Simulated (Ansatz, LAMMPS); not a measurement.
## Relaxing amorphous poly(propylene oxide) (as short chains C35O12H72), from a frame at 260 K (238 atoms)

Aim: bring amorphous poly(propylene oxide) (as short chains C35O12H72), from a frame at 260 K (238 atoms) to a nearby minimum of the energy and see what moves.

Method: Kohn-Sham DFT, PBE+D3(BJ), PAW (set soft_2), plane waves, in Ansatz 0.2.0.

### Step 1. Starting point

The cell holds 238 atoms: 70 C, 24 O and 144 H. Its edges and angles: a = 13.014 Å, b = 13.014 Å, c = 13.014 Å, α = 90.0°, β = 90.0°, γ = 90.0°. 2 poly(propylene oxide) chains of 11 units with methyl end groups placed at random, at 1.03 g/cm³; overlaps pushed apart, then 20 ps at 800 K with MMFF94 bonds, angles, torsions, charges and radii (Halgren, J. Comput. Chem. 17, 490 (1996)) in harmonic and 12-6 forms. Snapshot after 30 ps at 260 K and fixed volume.

Before any run, some limits are plain. The network of contacts between molecules at the start is that of the classical potential that made the cell. The density was typed from a rule of thumb and may lie off the real one at this temperature. Only the Γ point is sampled, in a cell whose shortest periodic width is 13 Å.

### Step 2. Single point at the start

The forces at the start show how far the geometry lies from a minimum of this functional.

Contents of input.yaml:

```yaml
crystal:
  lattice:
    - [13.01425, 0.0, 0.0]
    - [0.0, 13.01425, 0.0]
    - [0.0, 0.0, 13.01425]
  atoms:
    - { symbol: C, position: [0.5691, 0.2092, 0.99479] }
    - { symbol: O, position: [0.59527, 0.28173, 0.91778] }
    - { symbol: C, position: [0.70878, 0.29196, 0.91719] }
    - { symbol: C, position: [0.7423, 0.357, 0.82683] }
    [... 228 atom lines left out ...]
    - { symbol: H, position: [0.73107, 0.94739, 0.86549] }
    - { symbol: H, position: [0.59599, 0.9313, 0.84581] }
    - { symbol: H, position: [0.68166, 0.9901, 0.75952] }
    - { symbol: H, position: [0.74491, 0.59678, 0.85575] }
    - { symbol: H, position: [0.66217, 0.62686, 0.75214] }
    - { symbol: H, position: [0.7984, 0.65992, 0.74191] }
kpoints:
  mp_grid: { grid: [1, 1, 1] }
hamiltonian:
  xc: pbe
  dispersion: d3bj
scf:
  occupations: { method: fermi_dirac, width: 0.025 }
output:
  forces: true
  stress: true
  populations: intrinsic
  dos:
    method: { smearing: { sigma: 0.15 } }
    de: 0.1
    projected: { site_lists: { C: [C], H: [H], O: [O] } }
  eigenvalues: true
```

Command:

```sh
$ ansatz run input.yaml --threads 4 --pin off --max-ram 8192MiB --backend cpu --events-out ev --progress --plain --runs-dir out
```

Run time: 46 s. Hardware: 4 threads of Arm Neoverse V2, shared host; peak memory 3.1 GiB; 3 min of CPU time.

Read from the output:

| Property | Result |
| --- | --- |
| free energy | -33478.8643 eV |
| free energy per atom | -140.6675 eV/atom |
| SCF cycles | 10 |
| pressure | 1.946 GPa |
| r.m.s. force component | 0.8199 eV/Å |
| longest force | 3.773 eV/Å |
| Fermi energy | 2.071 eV |
| gap (highest filled to lowest empty level) | 4.388 eV |

The r.m.s. force component of 0.82 eV/Å and the pressure of 1.9 GPa set the starting point.

Length of the force by element:

```csv
element,coordination,atoms,mean length of the force (eV/Å),spread,least,most
C,all,70,1.78,0.744,0.167,3.77
H,all,144,0.930,0.489,0.208,3.07
O,all,24,1.39,0.735,0.362,3.26
```

### Step 3. Relaxation

With the cell held, the atoms are moved downhill towards a nearby minimum.

input.yaml, the sections that differ from step 2:

```yaml
output:
  forces: true
relax:
  f_tol: 0.05
  max_steps: 200
# crystal, kpoints, hamiltonian, scf: as in step 2
```

Run time: 5.6 min. Hardware: 4 threads; peak memory 3.1 GiB.

The steps of the relaxation:

```csv
step,energy less that of the first step (eV),largest force component (eV/Å)
1,0.0000,3.7674
2,-6.9954,1.4155
3,-8.2671,0.4580
4,-8.5761,0.1915
5,-8.7498,0.3660
6,-8.8406,0.3108
7,-8.9166,0.2131
8,-8.9606,0.2515
9,-8.9858,0.2949
10,-9.0027,0.2398
11,-9.0170,0.0837
12,-9.0256,0.0551
13,-9.0312,0.0782
14,-9.0344,0.0440
15,-9.0344,0.0440
16,-9.0379,0.0412
17,-9.0400,0.0310
18,-9.0420,0.0211
```

The atoms that moved most (Å):

```csv
atom,dx,dy,dz,length
H97,0.191,1.118,0.835,1.408
H96,0.066,1.052,0.720,1.277
O34,-0.741,0.925,0.290,1.220
H115,-0.576,-0.095,0.943,1.109
H116,-1.010,-0.041,0.436,1.101
C33,0.125,0.853,0.592,1.046
H119,0.948,-0.244,0.288,1.021
H73,-0.611,-0.775,0.181,1.003
```

The relaxation changed the energy by -38.0 meV/atom, and atoms moved by 0.51 Å r.m.s., 1.4 Å at most.

### Step 4. Structure statistics after relaxation

Bonds before and after, by the cutoffs listed below:

```csv
pair,bonds before,bonds after,mean before (Å),mean after (Å),spread before (Å),spread after (Å)
H-C,144,144,1.094,1.101,0.028,0.004
C-C,44,44,1.516,1.524,0.029,0.005
C-O,48,48,1.434,1.429,0.032,0.007
```

Density 1.03 g/cm³, 9.261 Å³ an atom.

Pair distribution functions g(r), in bins of 0.2 Å:

```csv
r (Å),total,H-H,H-C,H-O,C-C,C-O,O-O
1.00,1.99,0.00,5.55,0.00,0.00,0.00,0.00
1.20,1.71,0.00,4.81,0.00,0.00,0.00,0.00
1.40,0.73,0.00,0.00,0.00,0.00,12.35,0.00
1.60,0.58,0.00,0.00,0.00,6.75,0.00,0.00
1.80,0.98,2.69,0.00,0.00,0.00,0.00,0.00
2.00,0.55,0.06,0.02,4.28,0.00,0.00,0.00
2.20,1.25,0.52,2.85,0.39,0.00,0.00,0.00
2.40,1.08,1.30,0.14,0.51,1.73,5.82,0.00
2.60,1.29,1.56,0.68,3.10,1.01,0.08,0.00
2.80,0.93,0.76,1.25,1.56,0.04,0.13,0.40
3.00,0.83,1.15,0.70,0.28,0.51,0.89,2.37
3.20,0.71,0.87,0.78,0.54,0.42,0.21,0.30
3.40,0.84,0.72,1.08,1.31,0.09,0.31,0.00
3.60,0.83,0.86,0.87,0.58,0.78,0.56,3.01
3.80,1.01,1.17,1.06,0.63,1.00,0.66,0.63
4.00,1.04,0.97,1.19,1.16,0.92,0.59,0.56
4.20,0.93,0.93,0.99,0.74,1.08,0.83,0.34
4.40,1.07,1.21,0.98,0.90,1.33,0.92,0.47
4.60,1.08,1.20,1.04,0.97,1.15,0.71,0.71
4.80,1.07,0.98,1.11,1.10,1.15,1.11,1.45
5.00,1.05,0.96,1.06,1.07,1.25,1.25,1.44
5.20,1.00,1.00,0.96,1.05,1.22,0.96,0.34
5.40,1.04,0.96,1.07,1.15,1.27,0.99,0.42
5.60,0.98,0.95,1.01,0.88,1.02,1.15,0.67
5.80,1.02,0.98,1.06,1.00,0.96,1.19,1.18
6.00,1.04,1.04,0.94,1.16,0.95,1.35,1.43
6.20,0.99,0.92,0.99,1.17,0.91,1.20,0.96
6.40,1.03,1.02,1.03,1.12,0.94,1.07,1.12
```

Bonds by pair of elements; cutoffs follow the first minimum of g(r), held within bounds set by covalent radii, and pairs that aren't listed don't count as bonded:

```csv
pair A-B,cutoff (Å),bonds,mean length (Å),spread (Å),shortest (Å),B about A,A about B
H-C,1.34,144,1.10,0.004,1.09,1,2.06
C-C,1.85,44,1.52,0.005,1.51,1.26,1.26
C-O,1.73,48,1.43,0.007,1.42,0.686,2
```

How many atoms have how many bonded neighbours:

```csv
element,mean,1,2,4
C,4,0,0,70
H,1,144,0,0
O,2,0,24,0
```

Bond angles, per cent of each kind in bins of 5°:

```csv
angle (°),C-C-H,H-C-H,H-C-O,C-C-O,C-O-C
100–105,0.0,0.0,3.9,4.5,0.0
105–110,59.1,100.0,41.0,50.0,0.0
110–115,40.9,0.0,55.1,43.9,66.7
115–120,0.0,0.0,0.0,1.5,33.3
```

Bond angles (no mean is given where the spread exceeds 20°):

```csv
angle,count,mean (°),spread (°)
C-C-H,154,110,1.2
H-C-H,100,108,0.5
H-C-O,78,110,2
C-C-O,66,110,2.7
C-O-C,24,114,1.6
```

With the cutoffs above, all C atoms have 4, all H atoms have 1 and all O atoms have 2 bonded neighbours. The C-C-H angle averages 110° with a spread of 1.2°.

### Step 5. Single point at the relaxed geometry

The electronic structure is read at the final geometry, in a run of its own.

Contents of input.yaml:

```yaml
crystal:
  lattice:
    - [13.01425, 0.0, 0.0]
    - [0.0, 13.01425, 0.0]
    - [0.0, 0.0, 13.01425]
  atoms:
    - { symbol: C, position: [0.58952, 0.17953, 0.98401] }
    - { symbol: O, position: [0.61854, 0.24619, 0.90293] }
    - { symbol: C, position: [0.72299, 0.27619, 0.91248] }
    - { symbol: C, position: [0.74768, 0.35742, 0.83107] }
    [... 228 atom lines left out ...]
    - { symbol: H, position: [0.74501, 0.95461, 0.86643] }
    - { symbol: H, position: [0.61124, 0.92735, 0.86767] }
    - { symbol: H, position: [0.66368, 0.00404, 0.76776] }
    - { symbol: H, position: [0.79304, 0.62109, 0.83801] }
    - { symbol: H, position: [0.71814, 0.63805, 0.72375] }
    - { symbol: H, position: [0.84239, 0.69603, 0.73348] }
kpoints:
  mp_grid: { grid: [1, 1, 1] }
hamiltonian:
  xc: pbe
  dispersion: d3bj
scf:
  occupations: { method: fermi_dirac, width: 0.025 }
output:
  forces: true
  stress: true
  populations: true
  dos:
    method: { smearing: { sigma: 0.1 } }
    de: 0.1
    projected: { site_lists: { C: [C], H: [H], O: [O] } }
  eigenvalues: true
  write_density: true
  write_potential: true
  volumetric_format: npy
  elf: true
```

Run time: 47 s. Hardware: 4 threads; peak memory 3.1 GiB; 3 min of CPU time.

The program notes that the exchange-correlation potential is rough where the density is thin.

Numbers from this run:

```
free energy                                      : -33487.9062 eV
free energy per atom                             : -140.7055 eV/atom
SCF cycles                                       : 9
pressure                                         : -0.1311 GPa
r.m.s. force component                           : 0.00387 eV/Å
longest force                                    : 0.02627 eV/Å
Fermi energy                                     : 1.987 eV
gap (highest filled to lowest empty level) : 4.6 eV
spilling of the projection                       : 0.01244
```

Löwdin charges by element (they lack the spilled electrons, 0.030 e an atom on average):

```csv
element,coordination,atoms,mean charge (e),spread,least,most
C,all,70,-0.138,0.238,-0.477,0.132
H,all,144,0.174,0.0172,0.138,0.209
O,all,24,-0.350,0.0074,-0.360,-0.331
```

States in the cell by windows of 1 eV, zero at the Fermi level; the larger projections on atomic orbitals stand beside the total:

```csv
from (eV),to (eV),total,C p,H s,O p
-10,-9,38.7,21.5,6.4,8.8
-9,-8,47.2,26.8,8.1,10.1
-8,-7,50.9,29.3,10.8,8.9
-7,-6,73.2,42.0,21.7,7.3
-6,-5,71.0,40.4,20.6,8.5
-5,-4,48.9,15.5,10.2,20.1
-4,-3,15.0,2.3,2.4,9.9
-3,-2,34.9,5.5,4.7,23.7
-2,2,0.0,0.0,0.0,0.0
2,3,14.3,1.8,5.6,0.2
3,4,39.2,9.2,12.0,1.1
4,5,55.7,13.5,15.4,2.1
```

Between -24 and -10 eV lie 188 more states.

The levels nearest the highest filled one (over half full), pooled over k-points and spins:

```csv
level less the highest filled one (eV),occupation
-0.282,2
-0.252,2
-0.226,2
-0.148,2
-0.0378,2
0,2
4.60,0
4.85,0
4.98,0
5.03,0
5.05,0
5.14,0
```

Mean Löwdin charges: C -0.14, H +0.17, O -0.35 e (they miss 1.2 % of the electrons, so they add up to more than the cell's charge). The largest share in the top eV of filled states is O p (69 % of the projected weight), and in the lowest eV of empty states H s (52 % of the projected weight).

### Step 6. Outcome

```yaml
energy_change_in_the_relaxation: -37.99 meV/atom
r_m_s_displacement: 0.511 Å
largest_displacement: 1.408 Å
free_energy_per_atom: -140.7055 eV/atom
pressure: -0.1311 GPa
r_m_s_force_component: 0.00387 eV/Å
spacing_of_highest_filled_and_lowest_empty_level: 4.6 eV
wall_time_of_the_3_dft_runs: 7.1 min
```

What this shows: Relaxation lowers the energy by 38.0 meV/atom and moves atoms by 0.51 Å r.m.s.; the r.m.s. force component goes from 0.82 to 0.0039 eV/Å, the pressure goes from 1.9 to -0.13 GPa, and the gap from 4.39 to 4.60 eV. By the final cutoffs no bond was broken or made. From the first step to the last the energy fell by 9.042 eV, and the largest move was 1.41 Å (H97). The C-C bonds go from 1.516 Å (spread 0.029) to 1.524 Å (spread 0.005). With the cutoffs above, all C atoms have 4, all H atoms have 1 and all O atoms have 2 bonded neighbours. The highest filled and lowest empty levels differ by 4.60 eV (at Γ alone); a semilocal functional tends to put such gaps too low. In a disordered cell it changes from sample to sample, and tail or defect levels can set it.

**Limits.** The network of contacts between molecules at the start is that of the classical potential that made the cell; in DFT atoms moved by 0.51 Å r.m.s.

[Logs are printed without paths, hosts, clocks, repeated set-up lines and the standing remarks that a program may print on its own settings, such as how far it seeks lower states.]

[Hosts, paths, dates, database ids (printed as entryN), source tags and the programs' standing remarks are cut or masked in the printed files.]

[The MMFF94 radii named for the starting cell were scaled by 0.96; in molecules described by MMFF94, hydrogen bound to N, O or S took a small fixed 12-6 site in their place.]
